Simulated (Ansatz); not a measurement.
**A hypothetical structure for YIr3C2**

Starting from a made-up structure for YIr3C2, the aim is the relaxed cell, its shortest contacts and, where a second run follows, its electronic structure.

Method: DFT, PBEsol, plane-wave PAW, files of the set soft_1, scalar-relativistic, no spin, cell and ions relaxed at zero pressure; PAW set soft_1, in Ansatz 0.2.0.

## (1) Set-up

The structure is hexagonal, space group P6/mmm (No. 191). Conventional cell: a = 5.570 Å, b = 5.570 Å, c = 3.192 Å, α = 90.00°, β = 90.00°, γ = 120.00°. Ir has 4 C at 2.27 Å and 6 Ir at 2.78 to 3.19 Å and 4 Y at 3.21 Å nearest. Y has 2 Y at 3.19 Å and 12 Ir at 3.21 Å and 6 C at 3.22 Å nearest. C has 6 Ir at 2.27 Å and 5 C at 3.19 to 3.22 Å and 3 Y at 3.22 Å nearest. Farther neighbours are not listed.

## (2) Relaxation of the guess

The guessed cell has no reason to be at equilibrium. It is relaxed with the atoms, within the space group of the guess.

File input.yaml:

```yaml
crystal:
  lattice:
    - [5.57, 0.0, 0.0]
    - [-2.785, 4.823761499, 0.0]
    - [0.0, 0.0, 3.192]
  atoms:
    - { symbol: Ir, position: [0.5, 0.5, 0.5] }
    - { symbol: Ir, position: [0.0, 0.5, 0.5] }
    - { symbol: Ir, position: [0.5, 0.0, 0.5] }
    - { symbol: "Y", position: [0.0, 0.0, 0.0] }
    - { symbol: C, position: [0.333333333, 0.666666667, 0.0] }
    - { symbol: C, position: [0.666666667, 0.333333333, 0.0] }
kpoints:
  mp_grid: { grid: [6, 6, 8] }
scf:
  occupations: { method: fermi_dirac, width: 0.05 }
hamiltonian:
  xc: pbesol
  pseudopotentials: { kind: paw, azcp: { folder: soft_1 }, xc_functional: pbe }
relax:
  f_tol: 0.015
  max_steps: 70
  cell: {}
output:
  forces: true
  stress: true
```

Run with:

```
ansatz run input.yaml --threads 4 --pin off --max-ram 10240MiB --backend cpu --events-out ev --progress --plain --runs-dir out
```

Numbers of over 12 decimals in the logs are rounded to 6 here.

The program printed:

```text
Engine: ansatz 0.2.0, aarch64-unknown-linux-gnu
Pseudopotentials: kind: paw
Pseudopotential: Ir, paw, valence charge 17, recommended cutoff 420 eV (normal), soft_1/Ir.paw.azcp
Pseudopotential: Y, paw, valence charge 11, recommended cutoff 420 eV (normal), soft_1/Y.paw.azcp
Pseudopotential: C, paw, valence charge 4, recommended cutoff 420 eV (normal), soft_1/C.paw.azcp
Functional definition: PBEsol
  exchange = pbesol_x
  correlation = pbesol_c
Crystal: 6 atoms, lattice volume = 85.764 Å³
Basis set: ecut = 420 eV, 1691 PW (Γ), exchange–correlation on 80×80×48 points (8 copies of the dense FFT grid, shifted against one another)
Bands: 42, of which v1, the nominal top of the filled ones, is band 35 counted from 1 (34 counted from 0)
Symmetry: 24 space group operations
Space group: P6/mmm (ITA 191), of the structure as read, at distance tolerance 4.4e-5 Å
k-points: 35 of 288
Non-local potential: Ir, projectors of the file, l = 0: 3, l = 1: 2, l = 2: 2, l = 3: 1
Non-local potential: Y, projectors of the file, l = 0: 3, l = 1: 2, l = 2: 2, l = 3: 1
Non-local potential: C, projectors of the file, l = 0: 2, l = 1: 2, l = 2: 1
PAW form: soft (Blöchl's): semilocal exchange-correlation on the pseudo side does not see the compensation charge
PAW frozen core: Ir, regenerated for the run's functional, and the local potential with it (the file was generated under x = pbe(κ = 0.804, μ = 0.219515), c = pbe(β = 0.066725))
PAW frozen core: Y, regenerated for the run's functional, and the local potential with it (the file was generated under x = pbe(κ = 0.804, μ = 0.219515), c = pbe(β = 0.066725))
PAW frozen core: C, regenerated for the run's functional, and the local potential with it (the file was generated under x = pbe(κ = 0.804, μ = 0.219515), c = pbe(β = 0.066725))
PAW one-centre angular grid: Ir, 590 points (default); XC on 64 Gauss nodes
PAW one-centre angular grid: Y, 590 points (default); XC on 64 Gauss nodes
PAW one-centre angular grid: C, 110 points (default); XC on 64 Gauss nodes
Initial density: superposition of atomic densities (chi_scale 0.1, normalization cell, long waves kept (reshape's long-wave potential 0.00 eV rms))
Initial wavefunctions: pseudopotential atomic-orbital guess
Functional: x = pbesol(κ = 0.804, μ = 0.123457), c = pbesol(β = 0.046)
SCF iter   1: F=—  HF=-39691.755884 eV  |F-HF|=—  |Δ(HF+E_count)|=         —  Δρ=9.87e-2  dr2=2.21e1  ethr=3.10e-3  ⟨swp⟩=6.0  Hψ=4769  notcnv=0
preconditioner: auto → Kerker (q_TF=auto, 2.637 Å⁻¹)  [metal: Δε(μ)=0.031 eV  Ē_g=9.002 eV  σ=0.050 eV  W_gap=0.16  n_scr=32 (ndim 8)  ℏωp=26.6 eV  f_vac=0.000  D(μ)=3.65/eV (n_scr^D=32)]
SCF iter   2: F=—  HF=-39689.460407 eV  |F-HF|=—  |Δ(HF+E_count)|=    2.30e0  Δρ=5.30e-2  dr2=7.38e0  ethr=3.10e-3  ⟨swp⟩=2.1  Hψ=2426  notcnv=0  defer=4
SCF iter   3: F=—  HF=-39688.561786 eV  |F-HF|=—  |Δ(HF+E_count)|=   8.99e-1  Δρ=1.54e-2  dr2=1.82e-1  ethr=3.10e-3  ⟨swp⟩=3.0  Hψ=3069  notcnv=0  defer=7
SCF iter   4: F=—  HF=-39688.528127 eV  |F-HF|=—  |Δ(HF+E_count)|=   3.37e-2  Δρ=4.14e-3  dr2=1.81e-2  ethr=2.60e-4  ⟨swp⟩=2.8  Hψ=2337  notcnv=0  defer=12
SCF iter   5: F=—  HF=-39688.525778 eV  |F-HF|=—  |Δ(HF+E_count)|=   2.35e-3  Δρ=1.15e-3  dr2=1.56e-3  ethr=2.59e-5  ⟨swp⟩=2.0  Hψ=1809  notcnv=0  defer=12
SCF iter   6: F=—  HF=-39688.525611 eV  |F-HF|=—  |Δ(HF+E_count)|=   1.67e-4  Δρ=3.08e-4  dr2=1.19e-4  ethr=2.22e-6  ⟨swp⟩=2.1  Hψ=2113  notcnv=0  defer=12
SCF iter   7: F=—  HF=-39688.525592 eV  |F-HF|=—  |Δ(HF+E_count)|=   1.91e-5  Δρ=7.05e-5  dr2=1.07e-5  ethr=1.70e-7  ⟨swp⟩=2.0  Hψ=1853  notcnv=0  defer=12
SCF iter   8: F=—  HF=-39688.525586 eV  |F-HF|=—  |Δ(HF+E_count)|=   5.96e-6  Δρ=1.28e-5  dr2=2.30e-7  ethr=1.52e-8  ⟨swp⟩=1.9  Hψ=1795  notcnv=0  defer=12
SCF iter   9: F=-39688.525586 eV  HF=-39688.525586 eV  |F-HF|=9.70e-9  |Δ(HF+E_count)|=   4.92e-8  Δρ=2.75e-6  dr2=1.31e-8  ethr=1.43e-10  ⟨swp⟩=4.0  Hψ=4811  notcnv=0
SCF 1 converged in 9 iterations: F = -39688.525586 eV  dr2 = 1.31e-8
  greatest PAW one-centre occupation: 1.000 electrons in one spin orbital (limit 2), on the Ir atom at site 2 (counted from 0), in its partial waves of l = 0
relax step   1: F+E_penalty+E_count = -39688.52558615 eV  Δ(F+E_penalty+E_count) = +0.000e0 eV  max|allowed force component| = 1.480e-16 eV/Å  Δτ_max = 0.0000 Å  P = -24.851 GPa  Ω = 85.764 Å³  (9 SCF iters, dr2 threshold 1.00e-7 eV, accepted)
Crystal: 6 atoms, lattice volume = 75.208 Å³
Basis set: ecut = 420 eV, 1457 PW (Γ), exchange–correlation on 80×80×48 points (8 copies of the dense FFT grid, shifted against one another)
Initial density: handed on by an earlier stage of this run
Initial wavefunctions: those handed on with the density
iter 1 solved again at ethr=1.04e-3 eV; its pass at ethr=3.10e-3 eV (dr2=7.30e-1 eV) is discarded
SCF iter   1: F=—  HF=-39689.412013 eV  |F-HF|=—  |Δ(HF+E_count)|=         —  Δρ=2.18e-2  dr2=7.33e-1  ethr=1.04e-3  ⟨swp⟩=1.1  Hψ=7991  notcnv=0
preconditioner: auto → Kerker (q_TF=auto, 2.696 Å⁻¹)  [metal: Δε(μ)=0.027 eV  Ē_g=9.940 eV  σ=0.050 eV  W_gap=0.13  n_scr=26 (ndim 8)  ℏωp=28.4 eV  f_vac=0.000  D(μ)=4.30/eV (n_scr^D=44)]
SCF iter   2: F=—  HF=-39689.325344 eV  |F-HF|=—  |Δ(HF+E_count)|=   8.67e-2  Δρ=1.04e-2  dr2=1.86e-1  ethr=1.04e-3  ⟨swp⟩=2.0  Hψ=1627  notcnv=0
SCF iter   3: F=—  HF=-39689.292367 eV  |F-HF|=—  |Δ(HF+E_count)|=   3.30e-2  Δρ=2.13e-3  dr2=9.13e-3  ethr=2.66e-4  ⟨swp⟩=2.1  Hψ=2016  notcnv=0
SCF iter   4: F=—  HF=-39689.290494 eV  |F-HF|=—  |Δ(HF+E_count)|=   1.87e-3  Δρ=6.50e-4  dr2=3.94e-4  ethr=1.30e-5  ⟨swp⟩=1.9  Hψ=1870  notcnv=0
SCF iter   5: F=—  HF=-39689.290427 eV  |F-HF|=—  |Δ(HF+E_count)|=   6.74e-5  Δρ=1.44e-4  dr2=1.97e-5  ethr=5.63e-7  ⟨swp⟩=2.3  Hψ=2081  notcnv=0
SCF iter   6: F=—  HF=-39689.290423 eV  |F-HF|=—  |Δ(HF+E_count)|=   3.71e-6  Δρ=3.24e-5  dr2=1.10e-6  ethr=2.81e-8  ⟨swp⟩=2.0  Hψ=2148  notcnv=0
SCF iter   7: F=-39689.290423 eV  HF=-39689.290423 eV  |F-HF|=1.49e-8  |Δ(HF+E_count)|=   1.95e-7  Δρ=6.12e-6  dr2=3.56e-8  ethr=8.57e-10  ⟨swp⟩=4.0  Hψ=4755  notcnv=0
SCF 2 converged in 7 iterations: F = -39689.290423 eV  dr2 = 3.56e-8
relax step   2: F+E_penalty+E_count = -39689.29042296 eV  Δ(F+E_penalty+E_count) = -7.648e-1 eV  max|allowed force component| = 1.850e-16 eV/Å  Δτ_max = 0.0000 Å  P = +5.859 GPa  Ω = 75.208 Å³  energy of the carried Pulay correction = +7.123e-3 eV  (7 SCF iters, dr2 threshold 6.00e-7 eV, accepted)
Crystal: 6 atoms, lattice volume = 77.034 Å³
Basis set: ecut = 420 eV, 1517 PW (Γ), exchange–correlation on 80×80×48 points (8 copies of the dense FFT grid, shifted against one another)
iter 1 solved again at ethr=2.01e-5 eV; its pass at ethr=3.10e-3 eV (dr2=1.41e-2 eV) is discarded
SCF iter   1: F=—  HF=-39689.321413 eV  |F-HF|=—  |Δ(HF+E_count)|=         —  Δρ=3.61e-3  dr2=1.59e-2  ethr=2.01e-5  ⟨swp⟩=1.3  Hψ=6568  notcnv=0
preconditioner: auto → Kerker (q_TF=auto, 2.685 Å⁻¹)  [metal: Δε(μ)=0.061 eV  Ē_g=9.824 eV  σ=0.050 eV  W_gap=0.29  n_scr=26 (ndim 8)  ℏωp=28.1 eV  f_vac=0.000  D(μ)=2.69/eV (n_scr^D=26)]
SCF iter   2: F=—  HF=-39689.319159 eV  |F-HF|=—  |Δ(HF+E_count)|=   2.25e-3  Δρ=1.71e-3  dr2=3.73e-3  ethr=2.01e-5  ⟨swp⟩=1.3  Hψ=1486  notcnv=0
SCF iter   3: F=—  HF=-39689.318420 eV  |F-HF|=—  |Δ(HF+E_count)|=   7.39e-4  Δρ=3.21e-4  dr2=1.05e-4  ethr=5.33e-6  ⟨swp⟩=2.0  Hψ=2003  notcnv=0
SCF iter   4: F=—  HF=-39689.318399 eV  |F-HF|=—  |Δ(HF+E_count)|=   2.08e-5  Δρ=7.51e-5  dr2=4.77e-6  ethr=1.50e-7  ⟨swp⟩=2.1  Hψ=2031  notcnv=0
iter 5 did not close the SCF: its close was put off for the readings that it lacked (scf_convergence_deferred on its scf_iter line)
SCF iter   5: F=-39689.318399 eV  HF=-39689.318399 eV  |F-HF|=8.52e-8  |Δ(HF+E_count)|=   5.35e-7  Δρ=1.71e-5  dr2=2.36e-7  ethr=6.82e-9  ⟨swp⟩=2.0  Hψ=2177  notcnv=0
SCF iter   6: F=-39689.318399 eV  HF=-39689.318399 eV  |F-HF|=6.12e-9  |Δ(HF+E_count)|=   2.89e-8  Δρ=3.71e-6  dr2=1.46e-8  ethr=3.37e-10  ⟨swp⟩=2.1  Hψ=4987  notcnv=0
SCF 3 converged in 6 iterations: F = -39689.318399 eV  dr2 = 1.46e-8
relax step   3: F+E_penalty+E_count = -39689.31839880 eV  Δ(F+E_penalty+E_count) = -2.798e-2 eV  max|allowed force component| = 7.401e-17 eV/Å  Δτ_max = 0.0000 Å  P = -1.334 GPa  Ω = 77.034 Å³  energy of the carried Pulay correction = +5.821e-3 eV  (6 SCF iters, dr2 threshold 6.00e-7 eV, accepted)
[...]
relax step   4: F+E_penalty+E_count = -39689.32016060 eV  Δ(F+E_penalty+E_count) = -1.762e-3 eV  max|allowed force component| = 7.401e-17 eV/Å  Δτ_max = 0.0000 Å  P = -0.009 GPa  Ω = 76.677 Å³  energy of the carried Pulay correction = +6.072e-3 eV  (6 SCF iters, dr2 threshold 6.00e-7 eV, accepted)
[...]
relax step   5: F+E_penalty+E_count = -39689.31519921 eV  Δ(F+E_penalty+E_count) = +4.961e-3 eV  max|allowed force component| = 7.401e-17 eV/Å  Δτ_max = 0.0000 Å  P = -0.046 GPa  Ω = 76.677 Å³  stress off target by 5.04e-2 GPa  SCF on the basis re-selected at this cell (its energy is not comparable with the rows above)  (6 SCF iters)
[...]
relax step   6: F+E_penalty+E_count = -39689.31521105 eV  Δ(F+E_penalty+E_count) = -1.183e-5 eV  max|allowed force component| = 1.480e-16 eV/Å  Δτ_max = 0.0000 Å  P = -0.000 GPa  Ω = 76.665 Å³  energy of the carried Pulay correction = +9.975e-6 eV  (6 SCF iters, dr2 threshold 6.34e-9 eV, accepted)
iter 1 solved again at ethr=2.73e-8 eV; its pass at ethr=3.10e-3 eV (dr2=1.91e-5 eV) is discarded
SCF iter   1: F=—  HF=-39689.315220 eV  |F-HF|=—  |Δ(HF+E_count)|=         —  Δρ=3.91e-7  dr2=5.52e-11  ethr=2.73e-8  ⟨swp⟩=4.0  Hψ=9334  notcnv=0
eigensolver tolerance schedule: the retry pair's looser diagonalisation over-reported the residual by 346364.81 of it (diagonalisation noise at an unbounded share of the residual, at the tolerance the schedule requests for it); recorded, not acted on — ethr = c·dr2/N_el stays at c = 1.0e-1
SCF iter   2: F=—  HF=-39689.315207 eV  |F-HF|=—  |Δ(HF+E_count)|=   1.30e-5  Δρ=2.00e-7  dr2=9.33e-12  ethr=1.00e-12  ⟨swp⟩=3.1  Hψ=3753  notcnv=0
iter 3 did not close the SCF: its close was put off for the readings that it lacked (scf_convergence_deferred on its scf_iter line)
SCF iter   3: F=-39689.315207 eV  HF=-39689.315207 eV  |F-HF|=1.46e-11  |Δ(HF+E_count)|=  1.46e-11  Δρ=1.35e-7  dr2=4.45e-12  ethr=1.00e-12  ⟨swp⟩=1.0  Hψ=1470  notcnv=0
iter 4 did not close the SCF: its close was put off for the readings that it lacked (scf_convergence_deferred on its scf_iter line)
SCF iter   4: F=-39689.315207 eV  HF=-39689.315207 eV  |F-HF|=7.28e-12  |Δ(HF+E_count)|=  1.46e-11  Δρ=1.05e-8  dr2=1.06e-13  ethr=1.00e-12  ⟨swp⟩=1.0  Hψ=1470  notcnv=0
iter 5 did not close the SCF: its close was put off for the readings that it lacked (scf_convergence_deferred on its scf_iter line)
SCF iter   5: F=-39689.315207 eV  HF=-39689.315207 eV  |F-HF|=1.46e-11  |Δ(HF+E_count)|=  7.28e-12  Δρ=4.31e-9  dr2=1.26e-14  ethr=1.00e-12  ⟨swp⟩=1.0  Hψ=1470  notcnv=0
iter 6 did not close the SCF: its close was put off for the readings that it lacked (scf_convergence_deferred on its scf_iter line)
SCF iter   6: F=-39689.315207 eV  HF=-39689.315207 eV  |F-HF|=0.00e0  |Δ(HF+E_count)|=  7.28e-12  Δρ=2.02e-9  dr2=2.39e-15  ethr=1.00e-12  ⟨swp⟩=1.0  Hψ=1470  notcnv=0
SCF iter   7: F=-39689.315207 eV  HF=-39689.315207 eV  |F-HF|=7.28e-12  |Δ(HF+E_count)|=  7.28e-12  Δρ=1.02e-9  dr2=5.11e-16  ethr=1.00e-12  ⟨swp⟩=1.0  Hψ=3080  notcnv=0
SCF 7 converged in 7 iterations: F = -39689.315207 eV  dr2 = 5.11e-16
relax step   7: F+E_penalty+E_count = -39689.31520673 eV  Δ(F+E_penalty+E_count) = +4.319e-6 eV  max|allowed force component| = 1.480e-16 eV/Å  Δτ_max = 0.0000 Å  P = -0.000 GPa  Ω = 76.665 Å³  stress off target by 1.89e-4 GPa  SCF on the basis re-selected at this cell (its energy is not comparable with the rows above)  (7 SCF iters)
basis re-selected at this cell: Δ(F+E_penalty+E_count) = +4.319e-6 eV, ΔP = -0.000 GPa vs the last step (what re-selecting the basis moved, of the pressure what is left beyond the Pulay correction that the steps carried, after the strain that the cell walked since its last selection, with what the two solves' SCF thresholds leave and, on support functions, any second-order correction that the steps lacked; it is no m [...]
SCF converged after 7 iterations
Free energy (F): -39689.315207 eV
Harris-Foulkes:  -39689.315207 eV  (|F-HF|=7.28e-12)
Internal energy: -39689.292047 eV  (E = F + TS)
E sigma→0 (E₀):  -39689.303627 eV
Entropy (-TS):   -0.023159 eV (-3.860 meV/atom)
Fermi energy:    20.792647 eV
--- Per-component energies (eV) ---
  E_band       = -419.585054
  E_kinetic    = 2115.332374
  E_local      = -4936.197740  (includes V_loc(G=0)·N_el)
  E_nonlocal   = 653.942979
  E_hartree    = 1872.720036
  E_xc         = -961.222232
  E_vxc        = -1094.316084  (∫ρ·V_xc dr)
  E_paw        = -30345.807511  (= ΣΔE_a)
  E_vpaw       = -903.787733  (= ΣTr[D̂ρ^β])
  E_aug_tail   = 0.001077  (compensation charges beyond the density's cutoff)
  E_ewald      = -8089.048049
  E_core_change = 0.987019  (= ΣΔE_core)
  E_smearing   = -0.023159  (= −TS)
  E_closure    = 0.000000  (closes the sum)
  Σ components = -39689.315207   (vs F -39689.315207, Δ=0.00e0)
--- Forces (eV/Å), atoms counted from 1 ---
  atom   1  Ir     0.00000000     0.00000000     0.00000000
  atom   2  Ir     0.00000000    -0.00000000     0.00000000
  atom   3  Ir     0.00000000    -0.00000000     0.00000000
  atom   4  Y     -0.00000000    -0.00000000     0.00000000
  atom   5  C      0.00000000     0.00000000     0.00000000
  atom   6  C      0.00000000    -0.00000000     0.00000000
  max |Σ_I F_I| component: 9.74e-30 eV/Å
--- Stress (GPa, compression-positive) ---
       -0.000189      -0.000000       0.000000
       -0.000000      -0.000189       0.000000
        0.000000       0.000000      -0.000141
  P = ⅓ Tr σ = -0.0002 GPa (-0.002 kbar)
--- Relaxed structure (5 steps of the walk, 5 accepted, 2 SCFs on fresh bases) ---
  F+E_penalty+E_count = -39689.31520673 eV   max|allowed force component| = 1.480e-16 eV/Å   (the final SCF, on the basis selected at the relaxed cell)
  cell:  # Å, volume = 76.6653 Å³
    - [5.346581, 0, 0.0]
    - [-2.673291, 4.630275, 0.0]
    - [0.0, 0.0, 3.096817]
  atoms:
    - { symbol: Ir, position: [0.5, 0.5, 0.5] }
    - { symbol: Ir, position: [0.0, 0.5, 0.5] }
    - { symbol: Ir, position: [0.5, 0, 0.5] }
    - { symbol: Y, position: [0, 0, 0.0] }
    - { symbol: C, position: [0.333333, 0.666667, 0.0] }
    - { symbol: C, position: [0.666667, 0.333333, 0.0] }
```

It took 14 s on 4 threads of Arm Neoverse V1, shared host; peak memory 0.48 GiB.

Relaxation path:

```
step  energy less that of the first step (eV)  largest force component (eV/Å)  pressure (GPa)  volume (Å³)
   1                                   0.0000                          0.0000          -24.85        85.76
   2                                  -0.7648                          0.0000            5.86        75.21
   3                                  -0.7928                          0.0000           -1.33        77.03
   4                                  -0.7946                          0.0000           -0.01        76.68
  5*                                  -0.7896                          0.0000           -0.05        76.68
   6                                  -0.7896                          0.0000            0.00        76.67
  7*                                  -0.7896                          0.0000            0.00        76.67
```

Relaxation steps marked * repeat the geometry before them on a plane-wave basis chosen anew for their cell, so energy and pressure can jump there.

Forces are held to the 24 operations that the run works with; a distortion that breaks them can't arise in this run.

```
conventional cell, symmetrised  before  after   change
                         a (Å)   5.570  5.347   -4.0 %
                         b (Å)   5.570  5.347   -4.0 %
                         c (Å)   3.192  3.097   -3.0 %
              volume (Å³/atom)   14.29  12.78  -10.6 %
```

Final coordinates:

```xyz
6
Lattice="5.3466 0.0000 0.0000 -2.6733 4.6303 0.0000 0.0000 0.0000 3.0968" Properties=species:S:1:pos:R:3 pbc="T T T"
Ir    1.3366    2.3151    1.5484
Ir   -1.3366    2.3151    1.5484
Ir    2.6733    0.0000    1.5484
Y     0.0000    0.0000    0.0000
C     0.0000    3.0869    0.0000
C     2.6733    1.5434    0.0000
```

This step gave:

```yaml
free_energy: -39689.3152 eV
energy_at_zero_smearing: -39689.3036 eV
smearing_term_ts: 0.02316 eV
fermi_energy: 20.79 eV
electrons: 70
symmetry_operations: 24
pressure: -1.73e-4 GPa
```

Shortest distances by pair of elements, guess and relaxed (not always the same contact):

```
 pair  guess (Å)  relaxed (Å)
 C–Ir      2.266        2.186
Ir–Ir      2.785        2.673
  C–Y      3.216        3.087
  C–C      3.192        3.087
 Ir–Y      3.210        3.089
```

The relaxation ends with a pressure of 0.00 GPa.

## (3) What came out

```yaml
space_group_relaxed: P6/mmm
conventional_cell: a = 5.347, b = 5.347, c = 3.097 Å; α = 90.0°, β = 90.0°, γ = 120.0°
volume_per_atom: 12.78 Å³ (guess 14.29)
```

YIr3C2 relaxes to P6/mmm with a = 5.347, b = 5.347 and c = 3.097 Å. The guessed volume was 12 % too large. The space group P6/mmm was held in the relaxation, so the end point is a stationary structure within it and may be a saddle against distortions or other arrangements. Mesh and cutoff weren't tested. Spin-orbit coupling is left out, which can matter for elements this heavy. No dispersion term is used, so weakly bound directions may come out too long. The runs have no spin, and magnetism wasn't tested. Nothing here tests whether the compound is stable against decomposition.

[Logs are printed without paths, hosts, clocks, repeated set-up lines and the standing remarks that a program may print on its own settings, such as how far it seeks lower states.]

[Hosts, paths, dates, database ids (printed as entryN), source tags and the programs' standing remarks are cut or masked in the printed files.]
